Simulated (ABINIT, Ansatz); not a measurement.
## BaNaH6Ir (F-43m): one start, several treatments of the self-energy

How much does the gap of BaNaH6Ir (F-43m) depend on the approximation to the self-energy?

Method: LDA and many-body steps on it, plane waves, in ABINIT 10.8.3.

Most raw output is cut from this account.

### Step 1. The starting structure

Symmetry: F-43m, No. 216, cubic system. The conventional cell has a = 7.845 Å, b = 7.845 Å, c = 7.845 Å, α = 90.00°, β = 90.00°, γ = 90.00°. Na has 12 H at 2.79 Å nearest. Nearest to Ba lie 12 H at 2.79 Å. H has 1 Ir at 1.69 Å and 4 H at 2.39 Å and 2 Ba at 2.79 Å and 2 Na at 2.79 Å nearest. Ir has 6 H at 1.69 Å nearest. Farther neighbours are not listed.

As a file:

```cif
data_structure
_symmetry_space_group_name_H-M 'P 1'
_symmetry_Int_Tables_number 1
_cell_length_a 5.5473
_cell_length_b 5.5473
_cell_length_c 5.5473
_cell_angle_alpha 60.000
_cell_angle_beta 60.000
_cell_angle_gamma 60.000
_cell_volume 120.71
loop_
_atom_site_label
_atom_site_type_symbol
_atom_site_fract_x
_atom_site_fract_y
_atom_site_fract_z
_atom_site_occupancy
Na1 Na 0.25000 0.25000 0.25000 1
Ba2 Ba 0.75000 0.75000 0.75000 1
H3 H 0.78497 0.21503 0.21503 1
H4 H 0.21503 0.78497 0.21503 1
H5 H 0.78497 0.78497 0.21503 1
H6 H 0.21503 0.78497 0.78497 1
H7 H 0.78497 0.21503 0.78497 1
H8 H 0.21503 0.21503 0.78497 1
Ir9 Ir 0.00000 0.00000 0.00000 1
```

The cell and positions are those that the Materials Project relaxed with its own functionals (PBE, PBE+U or r2SCAN), kept fixed. Spin-orbit coupling is left out unless a step names it.

### Step 2. Empty states on the mesh, 2×2×2 mesh, 237 bands

This step: ABINIT 10.8.3; DFT, LDA, plane waves, norm-conserving pseudopotentials.

The sums over transitions need many empty states on a uniform mesh; this step solves for them.

File run.abi:

```
acell 3*1.0 Angstrom
rprim 
  -0.000000000000 3.922549000000 3.922549000000
  3.922549000000 -0.000000000000 3.922549000000
  3.922549000000 3.922549000000 -0.000000000000
ntypat 4
znucl 11 56 1 77
natom 9
typat 1 2 3 3 3 3 3 3 4
xred 
  0.250000000000 0.250000000000 0.250000000000
  0.750000000000 0.750000000000 0.750000000000
  0.784973000000 0.215027000000 0.215027000000
  0.215027000000 0.784973000000 0.215027000000
  0.784973000000 0.784973000000 0.215027000000
  0.215027000000 0.784973000000 0.784973000000
  0.784973000000 0.215027000000 0.784973000000
  0.215027000000 0.215027000000 0.784973000000
  0.000000000000 0.000000000000 0.000000000000
pp_dirpath "pseudos"
pseudos "Na.upf, Ba.upf, H.upf, Ir.upf"
ecut 38
ngkpt 2 2 2
nshiftk 1
shiftk 0 0 0
kptopt 1
chksymbreak 0
iscf -2
irdden 1
istwfk *1
nband 237
nbdbuf 20
tolwfr 1e-09
nstep 60
prtvol 0
indata_prefix "in"
outdata_prefix "out"
tmpdata_prefix "tmp"
```

On the command line:

```console
$ OMP_NUM_THREADS=1 mpirun -n 4 abinit run.abi > log
```

Elapsed: 2.1 min, on 4 MPI ranks of Arm Neoverse V1, shared host; peak memory 0.47 GiB; 8.5 min of CPU time.

Numbers from this step:

```yaml
gap: 2.990 eV
k_of_the_valence_top: 0, 0, 0
k_of_the_conduction_bottom: 0.5, 0.5, 0
least_direct_gap: 3.020 eV
k_points_computed: 3
lowest_point_of_the_top_converged_band_above_the_valence_top: 74.3921 eV
```

On this mesh the gap is 2.990 eV.

The density comes from a self-consistent run that is not shown.

### Step 3. Screening, 2×2×2 mesh, 100 bands, screening to 114.3 eV

The RPA dielectric matrix is built and inverted for each q.

This step: RPA screening on LDA, plane waves, norm-conserving pseudopotentials.

run.abi, as its differences from that of step 2:

```diff
@@ -27,10 +27,11 @@
 chksymbreak 0
-iscf -2
-irdden 1
 istwfk *1
-nband 237
-nbdbuf 20
-tolwfr 1e-09
-nstep 60
-prtvol 0
+occopt 1
+irdwfk 1
+optdriver 3
+nband 100
+ecuteps 4.2
+inclvkb 2
+awtr 1
+symchi 1
 indata_prefix "in"
```

Wall time 17 s (4 MPI ranks); peak memory 1.5 GiB; 69 s of CPU time.

Numbers from this step:

```
ε∞ with local fields, on this mesh, along the program's q direction : 4.098
the same without local fields                                       : 5.028
plasma frequency                                                    : 21.90 eV
plane waves in the screening matrix                                 : 331
```

Local fields lower ε∞ by 18 %. On a Γ-centred mesh this coarse the value itself is usually too large, while a short band sum pulls it down.

### Step 4. G0W0, Godby-Needs plasmon pole

The self-energy is evaluated for the states that the input lists, and the levels follow from it, in one-shot runs by the linearised quasiparticle equation.

This step: G0W0 on LDA, plane waves, norm-conserving pseudopotentials.

run.abi, as its differences from that of step 3:

```diff
@@ -30,8 +30,17 @@
 irdwfk 1
-optdriver 3
+optdriver 4
 nband 100
+gwcalctyp 0
+ecutsigx 38
+symsigma 1
+nkptgw 2
+kptgw 
+  0.0000000000 0.0000000000 0.0000000000
+  0.5000000000 0.5000000000 0.0000000000
+bdgw 
+  19 24
+  20 23
 ecuteps 4.2
-inclvkb 2
-awtr 1
-symchi 1
+irdscr 1
+ppmodel 1
 indata_prefix "in"
```

Wall time 9.8 s (4 MPI ranks); peak memory 0.96 GiB; 39 s of CPU time.

This step gave:

- G0W0 gap on the points computed: 4.164 eV
- starting gap on the mesh: 2.990 eV
- k of the valence top: 0, 0, 0
- k of the conduction bottom: 0.5, 0.5, 0
- Z at the valence top: 0.782
- Z at the conduction bottom: 0.833
- least direct G0W0 gap on the computed points: 4.219 eV

The gap on the mesh goes from 2.99 eV to 4.16 eV, a correction of +1.17 eV.

### Step 5. G0W0, von der Linden-Horsch plasmon pole

run.abi, as its differences from that of step 4:

```diff
@@ -44,3 +44,3 @@
 irdscr 1
-ppmodel 1
+ppmodel 3
 indata_prefix "in"
```

Wall time 7.1 s (4 MPI ranks); peak memory 0.95 GiB; 28 s of CPU time.

Numbers from this step:

```
G0W0 gap on the points computed              : 4.184 eV
starting gap on the mesh                     : 2.990 eV
k of the valence top                         : 0, 0, 0
k of the conduction bottom                   : 0.5, 0.5, 0
Z at the valence top                         : 0.86
Z at the conduction bottom                   : 0.886
least direct G0W0 gap on the computed points : 4.248 eV
```

Against G0W0 in ABINIT (2×2×2 mesh, 100 bands, screening to 114.3 eV, Godby-Needs plasmon pole), the gap moves by +0.020 eV.

### Step 6. G0W0, Engel-Farid plasmon pole

run.abi, as its differences from that of step 5:

```diff
@@ -44,3 +44,3 @@
 irdscr 1
-ppmodel 3
+ppmodel 4
 indata_prefix "in"
```

Wall time 7.1 s (4 MPI ranks); peak memory 0.96 GiB; 28 s of CPU time.

Numbers from this step:

```yaml
g0w0_gap_on_the_points_computed: 4.186 eV
starting_gap_on_the_mesh: 2.990 eV
k_of_the_valence_top: 0, 0, 0
k_of_the_conduction_bottom: 0.5, 0.5, 0
least_direct_g0w0_gap_on_the_computed_points: 4.247 eV
```

Against G0W0 in ABINIT (2×2×2 mesh, 100 bands, screening to 114.3 eV, Godby-Needs plasmon pole), the gap moves by +0.022 eV.

### Step 7. One-shot Hartree-Fock

This step: one-shot Hartree-Fock on LDA, plane waves, norm-conserving pseudopotentials.

run.abi, as its differences from that of step 6:

```diff
@@ -31,4 +31,4 @@
 optdriver 4
-nband 100
-gwcalctyp 0
+nband 25
+gwcalctyp 5
 ecutsigx 38
@@ -42,5 +42,4 @@
   20 23
-ecuteps 4.2
-irdscr 1
-ppmodel 4
+ixc_sigma 40
+fftgw 31
 indata_prefix "in"
```

Elapsed: 4.8 s, on 4 MPI ranks; peak memory 0.25 GiB.

Numbers from this step:

```
quasiparticle gap on the points computed              : 10.77 eV
starting gap on the mesh                              : 2.990 eV
k of the valence top                                  : 0, 0, 0
k of the conduction bottom                            : 0.5, 0.5, 0
least direct quasiparticle gap on the computed points : 10.80 eV
```

Against G0W0 in ABINIT (2×2×2 mesh, 100 bands, screening to 114.3 eV, Godby-Needs plasmon pole), the gap moves by +6.610 eV.

### Step 8. Screening, 2×2×2 mesh, 100 bands, screening to 114.3 eV

This step: RPA screening on LDA, plane waves, norm-conserving pseudopotentials.

run.abi, as its differences from that of step 7:

```diff
@@ -30,16 +30,14 @@
 irdwfk 1
-optdriver 4
-nband 25
-gwcalctyp 5
-ecutsigx 38
-symsigma 1
-nkptgw 2
-kptgw 
-  0.0000000000 0.0000000000 0.0000000000
-  0.5000000000 0.5000000000 0.0000000000
-bdgw 
-  19 24
-  20 23
-ixc_sigma 40
-fftgw 31
+optdriver 3
+nband 100
+ecuteps 4.2
+inclvkb 2
+awtr 1
+symchi 1
+gwcalctyp 2
+nfreqre 16
+freqremax 40 eV
+nfreqim 8
+spmeth 1
+nomegasf 120
 indata_prefix "in"
```

Wall time 22 s (4 MPI ranks); peak memory 2.3 GiB; 89 s of CPU time.

This step gave:

- ε∞ with local fields, on this mesh, along the program's q direction: 4.137
- the same without local fields: 5.082
- plasma frequency: 21.90 eV
- plane waves in the screening matrix: 331

### Step 9. G0W0, contour deformation

This step: G0W0 on LDA, plane waves, norm-conserving pseudopotentials.

run.abi, as its differences from that of step 8:

```diff
@@ -30,14 +30,16 @@
 irdwfk 1
-optdriver 3
+optdriver 4
 nband 100
+gwcalctyp 2
+ecutsigx 38
+symsigma 1
+nkptgw 2
+kptgw 
+  0.0000000000 0.0000000000 0.0000000000
+  0.5000000000 0.5000000000 0.0000000000
+bdgw 
+  19 24
+  20 23
 ecuteps 4.2
-inclvkb 2
-awtr 1
-symchi 1
-gwcalctyp 2
-nfreqre 16
-freqremax 40 eV
-nfreqim 8
-spmeth 1
-nomegasf 120
+irdscr 1
 indata_prefix "in"
```

Run time: 7.8 s. Hardware: 4 MPI ranks; peak memory 1.1 GiB; 31 s of CPU time.

Numbers from this step:

```yaml
g0w0_gap_on_the_points_computed: 4.134 eV
starting_gap_on_the_mesh: 2.990 eV
k_of_the_valence_top: 0, 0, 0
k_of_the_conduction_bottom: 0.5, 0.5, 0
least_direct_g0w0_gap_on_the_computed_points: 4.188 eV
```

Against G0W0 in ABINIT (2×2×2 mesh, 100 bands, screening to 114.3 eV, Godby-Needs plasmon pole), the gap moves by −0.030 eV.

### Step 10. The runs together

Times are wall times on 4 MPI ranks of Arm Neoverse V1, shared host, good to a factor of about two. A run's time includes the screening step that it read.

| run | mesh | bands | screening cutoff (eV) | DFT gap (eV) | gap on the mesh (eV) | direct (eV) | ε∞ used | time |
| --- | --- | --- | --- | --- | --- | --- | --- | --- |
| G0W0, Godby-Needs plasmon pole | 2×2×2 | 100 | 114.3 | 2.990 | 4.164 | 4.219 | 4.10 | 27 s |
| G0W0, von der Linden-Horsch plasmon pole | 2×2×2 | 100 | 114.3 | 2.990 | 4.184 | 4.248 | 4.10 | 25 s |
| G0W0, Engel-Farid plasmon pole | 2×2×2 | 100 | 114.3 | 2.990 | 4.186 | 4.247 | 4.10 | 25 s |
| one-shot Hartree-Fock | 2×2×2 | - | - | 2.990 | 10.774 | 10.798 | - | 4.8 s |
| G0W0, contour deformation | 2×2×2 | 100 | 114.3 | 2.990 | 4.134 | 4.188 | 4.14 | 30 s |

### Step 11. What came out

```
G0W0, Godby-Needs plasmon pole           : 4.164 eV
G0W0, von der Linden-Horsch plasmon pole : 4.184 eV
G0W0, Engel-Farid plasmon pole           : 4.186 eV
one-shot Hartree-Fock                    : 10.774 eV
G0W0, contour deformation                : 4.134 eV
known limits                             : not at the basis limit; no spin polarisation; d states lean on the start; no spin-orbit coupling; coarse k mesh
```

What this shows: G0W0, von der Linden-Horsch plasmon pole: +0.020 eV against G0W0, Godby-Needs plasmon pole. G0W0, Engel-Farid plasmon pole: +0.022 eV against G0W0, Godby-Needs plasmon pole. One-shot Hartree-Fock: +6.610 eV against G0W0, Godby-Needs plasmon pole. G0W0, contour deformation: −0.030 eV against G0W0, Godby-Needs plasmon pole. Bare exchange alone opens the gap to 10.77 eV; against G0W0, correlation takes back 6.61 eV. Bands and cutoff are finite, so the gap is not at the basis limit. The miss can reach some tenths of an eV and take either sign; the mesh is an error of its own. In the G0W0 runs levels were corrected at 2 k points alone, so a gap called «on the mesh» is the least over those, and an edge elsewhere would be missed. The 2×2×2 mesh is coarse for this cell, which bears on the long-range parts of exchange and screening. The runs have no spin polarisation. For a closed low-spin shell that is the natural state; where a d or f shell is open it is a constraint, and the gap is then not the crystal's own. With d states at the gap, one-shot GW leans hard on its start. The many-body steps are scalar-relativistic: spin-orbit coupling is not in them.

[Paths, hosts, dates, memory and timing lines, banners, echoed tables and standing remarks are left out of the program output.]

[Logs are printed without paths, hosts, clocks, repeated set-up lines and the standing remarks that a program may print on its own settings, such as how far it seeks lower states.]

[Runs of the session that timed out or met a known fault of the program may be left out.]

[Hosts, paths, dates, database ids (printed as entryN), source tags and the programs' standing remarks are cut or masked in the printed files.]

[G0W0 gaps are taken among the corrected bands and points alone; a level outside them can change the order at an edge.]

[Where Ansatz stands beside ABINIT at settings called matched, ABINIT's density can come from a denser mesh and the files from another edition; pairs whose starting gaps differed by over 0.03 eV were left out, so agreement reads better than it is.]
